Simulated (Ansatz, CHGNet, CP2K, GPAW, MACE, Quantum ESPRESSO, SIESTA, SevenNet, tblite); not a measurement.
# GPAW on C(110) slab, H on the bottom face, stepped (108 atoms): settings against a plane-wave reference, part 2 of 2

Aim: run C(110) slab, H on the bottom face, stepped (108 atoms) in GPAW and see how near its forces come to a plane-wave reference, and at what cost.

Program: GPAW 26.7.0; the method stands at each step. Banners, paths, timers and routine set-up lines are dropped from the logs unmarked, and long logs keep their key lines alone; longer cuts are marked.

So far. Step 3 (PBE, plane waves 550 eV): Against the first run (12 %), the force difference from the reference is 0.93 %, at 2.1 times the CPU time. Step 4 (PBE, LCAO dzp, h 0.2 Å, other mixer settings): Against the first run (12 %), the force difference from the reference is 12 %, at 1.1 times the CPU time: another solver or mixer reaches the same state.

## Step 5: revPBE, LCAO dzp, h 0.2 Å

Method: Kohn-Sham DFT, revPBE, PAW, atomic orbitals (dzp).

run.py

```python
import numpy as np
from ase.io import read
from gpaw import GPAW, FermiDirac
from ase.parallel import parprint as print

atoms = read("structure.xyz")
atoms.calc = GPAW(
    mode="lcao",
    basis="dzp",
    h=0.2,
    xc="revPBE",
    kpts={"size": (1, 1, 1), "gamma": True},
    occupations=FermiDirac(0.05),
    maxiter=200,
    symmetry={"point_group": False},
    txt="gpaw.txt",
)
energy = atoms.get_potential_energy(force_consistent=True)
forces = atoms.get_forces()
print(f"energy {energy:.6f} eV")
print("forces (eV/A)")
for i, (a, f) in enumerate(zip(atoms, forces)):
    print(f"{i:4d} {a.symbol:2s} {f[0]:10.5f} {f[1]:10.5f} {f[2]:10.5f}")
print(f"Fermi level {atoms.calc.get_fermi_level():.4f} eV")
for k in range(len(atoms.calc.get_ibz_k_points())):
    for s in range(atoms.calc.get_number_of_spins()):
        e = atoms.calc.get_eigenvalues(kpt=k, spin=s)
        n = np.searchsorted(e, atoms.calc.get_fermi_level())
        print(f"k {k} spin {s} levels about the Fermi level:", np.round(e[max(n - 6, 0):n], 4).tolist(), "|", np.round(e[n:n + 6], 4).tolist())
```

structure.xyz

```xyz
108
Lattice="10.08900 0.00000 0.00000 0.00000 10.70100 0.00000 0.00000 0.00000 14.67336" Properties=species:S:1:pos:R:3 pbc="T T T"
[... 108 atom lines left out: the same atoms as in the first run ...]
```

Run with:

```
$ OMP_NUM_THREADS=1 mpirun -np 2 gpaw python run.py > output.txt
```

What it wrote:

```text
energy -742.718863 eV
forces (eV/A)
   0 C     1.46616   -3.12125   -0.11851
   1 C    -1.16230    2.87458    1.02981
   2 C     2.38294   -0.95307   -0.41922
   3 C    -0.09011   -0.58890    0.24078
   4 C     0.79538    0.06194    0.44092
   5 C    -2.21083   -0.52689    1.15266
   6 C     2.58767   -3.93314   -1.05303
   7 C     0.12428    0.01603    0.75298
   8 C     0.11518    0.40000    1.26099
   9 C    -0.75999    2.40213   -0.98751
  10 C     2.65149   -0.28270    0.06168
  11 C    -0.68101   -1.10879   -0.08102
  12 C     2.03234    0.21924    1.60924
  13 C     2.32039   -4.07283   -0.92837
  14 C    -2.73509    3.77730   -0.44542
  15 C    -0.86339   -1.70793   -0.32121
  16 C    -0.37407    1.77566    0.25839
  17 C    -3.05602   -0.84609   -2.35514
  18 C     0.79521   -0.22854    0.62334
  19 C     2.23795   -0.20559   -1.24423
  20 C     0.18838    2.23220    3.25827
  21 C     2.66851   -3.35666   -0.65207
  22 C    -1.49387   -0.61012    1.18873
  23 C     1.09041    1.27308    1.04813
[...]
100 H    -0.09969    0.11630   -0.47556
 101 H     0.21156   -0.38092   -1.03054
 102 H     0.08284    0.37863   -0.47176
 103 H     0.18099   -0.22972   -0.85237
 104 H     0.04199    0.87198   -1.46114
 105 H    -0.12425    0.07837   -0.01222
 106 H     0.08916    0.96192   -1.52914
 107 H     0.01232   -0.29007   -0.52635
Fermi level 1.1492 eV
k 0 spin 0 levels about the Fermi level: [0.3088, 0.4733, 0.5097, 0.9556, 1.0036, 1.1467] | [1.1733, 1.2297, 1.3988, 1.4346, 1.4944, 1.623]
```

gpaw.txt:

```text
Input parameters:
  mode=LCAO(),
  basis={'default': 'dzp'},
  h=0.2,
  kpts=MonkhorstPack(size=(1, 1, 1), gamma=True),
  maxiter=200,
  occupations=Occupations(name='fermi-dirac', width=0.05, fixmagmom=False),
  symmetry=Symmetry(point_group=False),
  xc=XC(name='revPBE')
Unit cell  # Å
| periodic |         x |         y |         z |   lengths |    angles |
[... lines left out ...]
  Fermi-Dirac:
[... lines left out ...]
convergence criteria:
- Maximum [total energy] change in last 3 cyles: 0.0005 eV / valence electron
[... lines left out ...]
Converged in 23 steps
[... lines left out ...]
  Coulomb:        -593.257054
  Zero:             10.130678
  External:          0.000000
  Xc:             -753.096415
  Entropy:          -0.218253
  Spinorbit:         0.000000
  ----------------------------
  Free energy:    -742.718863
  Extrapolated:   -742.609736
dipole moment: (41.391561, -57.426019, -3.314480)  # |e|*Ang
Fermi level: 1.149
Eigenvalues  # (at kpt = [0.000, 0.000, 0.000])
| band index |      eig [eV] | occ [0-2] |
|------------|---------------|-----------|
|          0 |       -19.808 |     2.000 |
|        ... |               |           |
|        172 |         0.153 |     2.000 |
|        173 |         0.184 |     2.000 |
[...]
|        187 |         1.910 |     0.000 |
|        ... |               |           |
|        219 |         7.756 |     0.000 |
Gap: 0.027 eV
Transition (v -> c):
  (s=0, k=0, n=179, [0.00, 0.00, 0.00]) -> (s=0, k=0, n=180, [0.00, 0.00, 0.00])
No difference between direct/indirect transitions
Force computation time: 10.463  # s
```

Wall time 2.2 min (2 MPI ranks of Arm Neoverse V2, shared host); peak memory 1.2 GiB; 4.5 min of CPU time.

Numbers from this run, and their distance from the reference:

- r.m.s. force component: 1.601 eV/Å
- r.m.s. difference of force components: 201.3 meV/Å
- longest difference of force vectors: 689.7 meV/Å
- force difference over r.m.s. force: 12.67 %
- slope of forces against the reference's: 1
- correlation of force components: 0.9921

Against the first run (12 %), the force difference from the reference is 13 %, at 1.0 times the CPU time; the model has changed, so this is no error of the program alone.

## Step 6: Side by side

Differences are against the plane-wave reference, forces as r.m.s. over components; share is that over the reference's r.m.s. force, slope the least-squares factor from reference forces to these. Total energies of different programs have different zeros and aren't compared.

```
                                              run  Δ force, r.m.s. (meV/Å)  share (%)  slope  cores  CPU time  memory (GiB)
                                        reference                        -          -      -      8      84 s           1.6
                      GPAW PBE, LCAO dzp, h 0.2 Å                      195       12.3  1.010      2   4.4 min           1.3
                     GPAW PBE, plane waves 550 eV                     14.7      0.928  1.002      2   9.2 min           1.8
GPAW PBE, LCAO dzp, h 0.2 Å, other mixer settings                      195       12.3  1.010      2   4.8 min           1.2
                   GPAW revPBE, LCAO dzp, h 0.2 Å                      201       12.7  1.000      2   4.5 min           1.2
```

CPU time is summed over cores on a shared host, where runs went side by side, so it is rough. Symmetry, cutoffs, thresholds, outputs and thread counts weren't matched or tuned between programs; memory under MPI is the largest rank's times the ranks.

Within one program, basis, potentials and functional, energies share a zero. Each run against its twin at the usual cutoff or grid and solver:

```
                                              run               twin  Δ energy (meV/atom)  Δ force, r.m.s. (meV/Å)  CPU time over the twin's
GPAW PBE, LCAO dzp, h 0.2 Å, other mixer settings  LCAO dzp, h 0.2 Å               2.0e-4                     7.83                       1.1
```

## Step 7: Summary of results

| Item | Value |
| --- | --- |
| nearest in forces | GPAW PBE, plane waves 550 eV, 0.93 % |
| its CPU time | 9.2 min |

**Reading.** PBE on plane waves or a grid with other potentials, cutoffs or grids differs from the reference by 0.93 % (GPAW PBE, plane waves 550 eV) of the r.m.s. force; this holds the reference's own error, so differences of a few per cent don't tell which side is nearer the exact PBE result. The PBE runs in local orbitals differ by 12 % in each run; basis, grid and potentials can all enter. Rows with another functional or a dispersion term differ by 13 % (GPAW revPBE, LCAO dzp, h 0.2 Å), which mixes the change of model with differences of basis and potentials. None of the electronic-structure runs in the table takes under half the reference's CPU time of 84 s; they take 3.2 to 6.5 times as much. In GPAW PBE, LCAO dzp, h 0.2 Å, other mixer settings the difference has nearly one length on every H (0.49 eV/Å) and points along its bond, outwards: this method prefers longer bonds, and stiff bonds to hydrogen turn a small shift into a large force. The runs have no spin polarisation, so any moments at edges, vacancies or dangling bonds can't form. The electronic-structure runs sample only Γ, in a cell whose shortest periodic width is 10 Å, which is coarse for a cell with partly filled levels.

[Also dropped from logs without a mark: logging warnings of Python, and SIESTA's first energy breakdown and zero terms.]

[Logs are printed without paths, hosts, clocks, repeated set-up lines and the standing remarks that a program may print on its own settings, such as how far it seeks lower states.]

[Hosts, paths, dates, database ids (printed as entryN), source tags and the programs' standing remarks are cut or masked in the printed files.]
